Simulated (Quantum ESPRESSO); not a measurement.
# Be2Al (hypothetical, Fm-3m): phonons against volume, part 2 of 6

Wanted: mode Grüneisen parameters of Be2Al (hypothetical) and a free-energy fit over volumes. The crystal structure is hypothetical: it was made by swapping elements on a known structure type.

Quantum ESPRESSO 7.5; DFT PBEsol, scalar-relativistic, plane waves, GBRV ultrasoft pseudopotentials.

So far. Step 2 (A first coarse run): The start is under 13 GPa at this level and looks like a metal on this mesh.

**3. Relaxation**

The vibrations must be taken about the equilibrium of this functional, not about the starting cell, so the structure is relaxed.

relax.in reads:

```
&CONTROL
  calculation   = 'vc-relax'
  prefix        = 'x'
  outdir        = './tmp'
  pseudo_dir    = './pseudo'
  tprnfor       = .true.
  tstress       = .true.
  forc_conv_thr = 2.0d-05
  etot_conv_thr = 1.0d-07
  nstep         = 40
/
&SYSTEM
  ibrav       = 0
  nat         = 3
  ntyp        = 2
  ecutwfc     = 45.0
  ecutrho     = 270.0
  occupations = 'smearing'
  smearing    = 'mv'
  degauss     = 0.02
/
&ELECTRONS
  conv_thr         = 1.0d-11
  mixing_beta      = 0.7
  electron_maxstep = 100
/
&IONS
/
&CELL
  press_conv_thr = 0.1
/
ATOMIC_SPECIES
 Be      9.0122  Be.upf
 Al     26.9815  Al.upf
CELL_PARAMETERS angstrom
     0.000000000    2.601190000    2.601190000
     2.601190000    0.000000000    2.601190000
     2.601190000    2.601190000    0.000000000
ATOMIC_POSITIONS crystal
 Be     0.250000000   0.250000000   0.250000000
 Be     0.750000000   0.750000000   0.750000000
 Al     0.000000000   0.000000000   0.000000000
K_POINTS automatic
 12 12 12 0 0 0
```

Run with:

```
> OMP_NUM_THREADS=1 mpirun -n 8 pw.x -nk 8 -in relax.in > relax.out
```

The log of the run:

```text
[banner, memory and clock lines left out]
Program PWSCF v.7.5

     Message from routine setup:
     using ibrav=0 with symmetry is DISCOURAGED, use correct ibrav instead

     G-vector sticks info

     bravais-lattice index     =            0
     lattice parameter (alat)  =       6.9516  a.u.
     unit-cell volume          =     237.5433 (a.u.)^3
     number of atoms/cell      =            3
     number of atomic types    =            2
     number of electrons       =        11.00
     number of Kohn-Sham states=           10
     kinetic-energy cutoff     =      45.0000  Ry
     charge density cutoff     =     270.0000  Ry
     scf convergence threshold =      1.0E-11
     mixing beta               =       0.7000
     number of iterations used =            8  plain     mixing
     energy convergence thresh.=      1.0E-07
     force convergence thresh. =      2.0E-05
     press convergence thresh. =      1.0E-01
     Exchange-correlation= SLA  PW   PSX  PSC
                           (   1   4  10   8   0   0   0)
     nstep                     =           40

     celldm(1)=   6.951619  celldm(2)=   0.000000  celldm(3)=   0.000000
     celldm(4)=   0.000000  celldm(5)=   0.000000  celldm(6)=   0.000000

     crystal axes: (cart. coord. in units of alat)
               a(1) = (   0.000000   0.707107   0.707107 )
               a(2) = (   0.707107   0.000000   0.707107 )
               a(3) = (   0.707107   0.707107   0.000000 )

     reciprocal axes: (cart. coord. in units 2 pi/alat)
               b(1) = ( -0.707107  0.707107  0.707107 )
               b(2) = (  0.707107 -0.707107  0.707107 )
               b(3) = (  0.707107  0.707107 -0.707107 )

     PseudoPot. # 1 for Be read from file:
     ./pseudo/Be.upf
     Pseudo is Ultrasoft, Zval =  4.0
     Using radial grid of  769 points,  6 beta functions with:
                l(1) =   0
                l(2) =   0
                l(3) =   0
                l(4) =   1
                l(5) =   1
                l(6) =   2
     Q(r) pseudized with 10 coefficients,  rinner =    1.000   1.000   1.000
                                                       1.000   1.000

     PseudoPot. # 2 for Al read from file:
     ./pseudo/Al.upf
     Pseudo is Ultrasoft + core correction, Zval =  3.0
     Using radial grid of  893 points,  3 beta functions with:
                l(1) =   0
                l(2) =   1
                l(3) =   2
     Q(r) pseudized with  8 coefficients,  rinner =    0.900   0.900   0.900
                                                       0.900   0.900

     atomic species   valence    mass     pseudopotential
     Be                4.00     9.01220     Be( 1.00)
     Al                3.00    26.98150     Al( 1.00)

     48 Sym. Ops., with inversion, found

   Cartesian axes

     site n.     atom                  positions (alat units)
         1        Be     tau(   1) = (   0.3535534   0.3535534   0.3535534  )
         2        Be     tau(   2) = (   1.0606602   1.0606602   1.0606602  )
         3        Al     tau(   3) = (   0.0000000   0.0000000   0.0000000  )

     number of k points=    72  Marzari-Vanderbilt smearing, width (Ry)=  0.0200
                       cart. coord. in units 2pi/alat
        k(    1) = (   0.0000000   0.0000000   0.0000000), wk =   0.0011574
        k(    2) = (   0.0589256   0.0589256  -0.0589256), wk =   0.0092593
        k(    3) = (   0.1178511   0.1178511  -0.1178511), wk =   0.0092593
        k(    4) = (   0.1767767   0.1767767  -0.1767767), wk =   0.0092593
        k(    5) = (   0.2357023   0.2357023  -0.2357023), wk =   0.0092593
        k(    6) = (   0.2946278   0.2946278  -0.2946278), wk =   0.0092593
        k(    7) = (  -0.3535534  -0.3535534   0.3535534), wk =   0.0046296
        k(    8) = (   0.1178511   0.0000000  -0.0000000), wk =   0.0069444
        k(    9) = (   0.1767767   0.0589256  -0.0589256), wk =   0.0277778
        k(   10) = (   0.2357023   0.1178511  -0.1178511), wk =   0.0277778
        k(   11) = (   0.2946278   0.1767767  -0.1767767), wk =   0.0277778
        k(   12) = (   0.3535534   0.2357023  -0.2357023), wk =   0.0277778
        k(   13) = (  -0.2946278  -0.4124790   0.4124790), wk =   0.0277778
        k(   14) = (  -0.2357023  -0.3535534   0.3535534), wk =   0.0277778
        k(   15) = (  -0.1767767  -0.2946278   0.2946278), wk =   0.0277778
        k(   16) = (  -0.1178511  -0.2357023   0.2357023), wk =   0.0277778
[...]
Dense  grid:    17933 G-vectors     FFT dimensions: (  40,  40,  40)

     Smooth grid:     9721 G-vectors     FFT dimensions: (  30,  30,  30)

     Initial potential from superposition of free atoms

     starting charge      10.9973, renormalised to      11.0000
     Starting wfcs are   14 randomized atomic wfcs

     per-process dynamical memory:    23.2 Mb

     Self-consistent Calculation

     iteration #  1     ecut=    45.00 Ry     beta= 0.70
     Davidson diagonalization with overlap
     ethr =  1.00E-02,  avg # of iterations =  3.2

     Threshold (ethr) on eigenvalues was too large:
     Diagonalizing with lowered threshold

     Davidson diagonalization with overlap
     ethr =  1.25E-04,  avg # of iterations =  3.8

     total energy              =     -62.71760620 Ry
     estimated scf accuracy    <       0.01451859 Ry

     iteration #  2     ecut=    45.00 Ry     beta= 0.70
     Davidson diagonalization with overlap
     ethr =  1.32E-04,  avg # of iterations =  1.4

     total energy              =     -62.71811874 Ry
     estimated scf accuracy    <       0.00072928 Ry

     iteration #  3     ecut=    45.00 Ry     beta= 0.70
     Davidson diagonalization with overlap
     ethr =  6.63E-06,  avg # of iterations =  4.8

     total energy              =     -62.71816939 Ry
     estimated scf accuracy    <       0.00001256 Ry

     iteration #  4     ecut=    45.00 Ry     beta= 0.70
     Davidson diagonalization with overlap
     ethr =  1.14E-07,  avg # of iterations =  1.8

     total energy              =     -62.71817044 Ry
     estimated scf accuracy    <       0.00000011 Ry

     iteration #  5     ecut=    45.00 Ry     beta= 0.70
     Davidson diagonalization with overlap
     ethr =  9.91E-10,  avg # of iterations =  2.2

     total energy              =     -62.71817048 Ry
     estimated scf accuracy    <          1.0E-09 Ry

     iteration #  6     ecut=    45.00 Ry     beta= 0.70
     Davidson diagonalization with overlap
     ethr =  9.47E-12,  avg # of iterations =  3.0

     total energy              =     -62.71817048 Ry
     estimated scf accuracy    <          2.1E-11 Ry

[...]
k(   65) = (  -0.2252033  -0.4504065   0.6756098), wk =   0.0277778
        k(   66) = (  -0.1689024  -0.3941057   0.6193089), wk =   0.0555556
        k(   67) = (  -0.1126016  -0.3378049   0.5630081), wk =   0.0277778
        k(   68) = (  -0.1126016  -0.4504065   0.6756098), wk =   0.0277778
        k(   69) = (  -0.0563008  -0.3941057   0.6193089), wk =   0.0555556
        k(   70) = (   0.0000000  -0.3378049   0.5630081), wk =   0.0277778
        k(   71) = (  -0.6756098   0.2252033  -0.0000000), wk =   0.0138889
        k(   72) = (  -0.6756098   0.3378049  -0.0000000), wk =   0.0069444

     Dense  grid:    20395 G-vectors     FFT dimensions: (  40,  40,  40)

     Smooth grid:    11017 G-vectors     FFT dimensions: (  32,  32,  32)

     Initial potential from superposition of free atoms

     starting charge      10.9973, renormalised to      11.0000
     Starting wfcs are   14 randomized atomic wfcs

     per-process dynamical memory:    24.3 Mb

     Self-consistent Calculation

[...]
c_bands:  1 eigenvalues not converged
     c_bands:  1 eigenvalues not converged
     c_bands:  1 eigenvalues not converged
[...]
total energy              =     -62.73271245 Ry
[...]
iteration #  2     ecut=    45.00 Ry     beta= 0.70
     Davidson diagonalization with overlap
     ethr =  9.44E-05,  avg # of iterations =  1.1

     total energy              =     -62.73310277 Ry
     estimated scf accuracy    <       0.00060721 Ry

     iteration #  3     ecut=    45.00 Ry     beta= 0.70
     Davidson diagonalization with overlap
     ethr =  5.52E-06,  avg # of iterations =  1.8

     total energy              =     -62.73312907 Ry
     estimated scf accuracy    <       0.00001097 Ry

     iteration #  4     ecut=    45.00 Ry     beta= 0.70
     Davidson diagonalization with overlap
     ethr =  9.98E-08,  avg # of iterations =  2.5

     total energy              =     -62.73313096 Ry
     estimated scf accuracy    <       0.00000054 Ry

     iteration #  5     ecut=    45.00 Ry     beta= 0.70
     Davidson diagonalization with overlap
     ethr =  4.90E-09,  avg # of iterations =  2.0

     total energy              =     -62.73313103 Ry
     estimated scf accuracy    <          5.2E-09 Ry

     iteration #  6     ecut=    45.00 Ry     beta= 0.70
     Davidson diagonalization with overlap
     ethr =  4.68E-11,  avg # of iterations =  2.4

     total energy              =     -62.73313104 Ry
     estimated scf accuracy    <          1.9E-10 Ry

     iteration #  7     ecut=    45.00 Ry     beta= 0.70
     Davidson diagonalization with overlap
     ethr =  1.70E-12,  avg # of iterations =  2.1

     total energy              =     -62.73313104 Ry
     estimated scf accuracy    <          1.3E-11 Ry

     iteration #  8     ecut=    45.00 Ry     beta= 0.70
     Davidson diagonalization with overlap
     ethr =  1.21E-13,  avg # of iterations =  2.1

     total energy              =     -62.73313104 Ry
     estimated scf accuracy    <          1.3E-13 Ry

     iteration #  9     ecut=    45.00 Ry     beta= 0.70
     Davidson diagonalization with overlap
     ethr =  1.00E-13,  avg # of iterations =  1.0

     End of self-consistent calculation

          k = 0.0000 0.0000 0.0000 (  1411 PWs)   bands (ev):

[...]
k = 0.1126-0.0000 0.0000 (  1391 PWs)   bands (ev):

[...]
k = 0.2252-0.0000 0.0000 (  1383 PWs)   bands (ev):

[...]
k = 0.3378 0.1126-0.1126 (  1384 PWs)   bands (ev):

[...]
k = 0.3941 0.1689-0.1689 (  1389 PWs)   bands (ev):

[...]
k = 0.3378 0.0000 0.0000 (  1387 PWs)   bands (ev):

[...]
k = 0.3941 0.0563-0.0563 (  1384 PWs)   bands (ev):

[...]
k = 0.4504 0.1126-0.1126 (  1387 PWs)   bands (ev):

[...]
k = 0.4504-0.0000 0.0000 (  1379 PWs)   bands (ev):

[...]
k = 0.5067 0.0563-0.0563 (  1387 PWs)   bands (ev):

[...]
k = 0.5630 0.0000 0.0000 (  1379 PWs)   bands (ev):

[...]
k =-0.6756-0.0000-0.0000 (  1362 PWs)   bands (ev):

[...]
k = 0.2252 0.1126 0.0000 (  1383 PWs)   bands (ev):

[...]
k = 0.2815 0.1689-0.0563 (  1378 PWs)   bands (ev):

[...]
k = 0.3378 0.2252-0.1126 (  1388 PWs)   bands (ev):

[...]
k = 0.3378 0.1126 0.0000 (  1383 PWs)   bands (ev):

[...]
k = 0.3941 0.1689-0.0563 (  1389 PWs)   bands (ev):

[...]
k = 0.4504 0.1126 0.0000 (  1382 PWs)   bands (ev):

[...]
k =-0.0000-0.3378 0.4504 (  1376 PWs)   bands (ev):

[...]
k =-0.1126-0.5630 0.6756 (  1379 PWs)   bands (ev):

[...]
k =-0.0563-0.5067 0.6193 (  1385 PWs)   bands (ev):

[...]
k = 0.0000-0.4504 0.5630 (  1384 PWs)   bands (ev):

[...]
k =-0.6756 0.1126-0.0000 (  1384 PWs)   bands (ev):

[...]
k =-0.2252-0.4504 0.6756 (  1392 PWs)   bands (ev):

   -93.8909 -93.8902  -1.6435   2.5080   2.7655   4.2081   8.1438  10.0545
    10.4918  12.8121

          k =-0.1689-0.3941 0.6193 (  1386 PWs)   bands (ev):

   -93.8907 -93.8904  -0.9176   1.4560   2.7057   3.6588   8.7002   9.5742
    11.4463  13.1351

          k =-0.1126-0.3378 0.5630 (  1400 PWs)   bands (ev):

   -93.8905 -93.8905  -0.3879   0.7817   2.7778   3.4107   9.0893   9.1776
    12.7419  12.9856

          k =-0.1126-0.4504 0.6756 (  1388 PWs)   bands (ev):

   -93.8907 -93.8903  -0.6564   1.8874   2.4454   2.8752   8.0517  10.0878
    10.9101  13.7114

          k =-0.0563-0.3941 0.6193 (  1391 PWs)   bands (ev):

   -93.8906 -93.8905  -0.0242   1.3247   1.9917   2.7679   8.6408  10.3532
    11.2030  13.4119

          k = 0.0000-0.3378 0.5630 (  1388 PWs)   bands (ev):

   -93.8906 -93.8905  -0.2307   1.5228   1.7835   3.1020   9.1047   9.6500
    12.0939  12.8541

          k =-0.6756 0.2252-0.0000 (  1396 PWs)   bands (ev):

   -93.8907 -93.8904   0.1293   1.1867   2.3377   2.4614   8.0120   9.9578
    11.3934  14.0874

          k =-0.6756 0.3378-0.0000 (  1384 PWs)   bands (ev):

   -93.8905 -93.8905   0.2753   1.6791   1.6791   2.1372   9.6375   9.6375
    11.8085  12.2169

     the Fermi energy is     5.3481 ev

!    total energy              =     -62.73313104 Ry
     estimated scf accuracy    <          4.4E-14 Ry
     smearing contrib. (-TS)   =      -0.00005356 Ry
     internal energy E=F+TS    =     -62.73307747 Ry

     The total energy is F=E-TS. E is the sum of the following terms:
     one-electron contribution =     -34.82854334 Ry
     hartree contribution      =      11.48772592 Ry
     xc contribution           =     -13.99294254 Ry
     ewald contribution        =     -25.39931751 Ry

     convergence has been achieved in   9 iterations

     Forces acting on atoms (cartesian axes, Ry/au):

     atom    1 type  1   force =     0.00000000   -0.00000000   -0.00000000
     atom    2 type  1   force =     0.00000000   -0.00000000   -0.00000000
     atom    3 type  2   force =    -0.00000000   -0.00000000   -0.00000000

     Total force =     0.000000     Total SCF correction =     0.000000

     Computing stress (Cartesian axis) and pressure

          total   stress  (Ry/bohr**3)                   (kbar)     P=        1.26
   0.00000857  -0.00000000  -0.00000000            1.26       -0.00       -0.00
  -0.00000000   0.00000857  -0.00000000           -0.00        1.26       -0.00
  -0.00000000  -0.00000000   0.00000857           -0.00       -0.00        1.26

     XML data file, charge density, pseudopotentials, collected wavefunctions
```

Wall time 12 s (8 MPI ranks of Arm Neoverse V2, shared host).

The steps of the relaxation:

```csv
step,energy less that of the first step (eV),largest force (eV/Å),volume (Å³)
1,0.0000,0.0000,35.20
2,-0.1539,0.0000,37.74
3,-0.1998,0.0000,39.96
4,-0.2008,0.0000,40.33
5,-0.2008,0.0000,40.36
6,-0.2008,0.0000,40.36
7,-0.2035,0.0000,40.36
```

```csv
"conventional cell, symmetrised",before,after,change
a (Å),5.202,5.445,+4.7 %
b (Å),5.202,5.445,+4.7 %
c (Å),5.202,5.445,+4.7 %
volume (Å³/atom),11.73,13.45,+14.6 %
```

The relaxed structure:

```
CELL_PARAMETERS angstrom
0.00000 2.72246 2.72246
2.72246 0.00000 2.72246
2.72246 2.72246 0.00000
ATOMIC_POSITIONS crystal
Be 0.25000 0.25000 0.25000
Be 0.75000 0.75000 0.75000
Al 0.00000 0.00000 0.00000
```

Numbers from this step:

```yaml
volume_per_atom: 13.45 Å³
pressure: 0.126 GPa
```

After the last step pw.x solved the final cell once more on a basis chosen for it, which moves the energy without moving the atoms.

(Part 2 of 6 ends here.)

[Logs are printed without paths, hosts, clocks, repeated set-up lines and the standing remarks that a program may print on its own settings, such as how far it seeks lower states.]

[Hosts, paths, dates, database ids (printed as entryN), source tags and the programs' standing remarks are cut or masked in the printed files.]

[A step with changed settings may run another functional than the one named; its input shows which.]

[Of the runs on displaced cells, only some may be shown.]
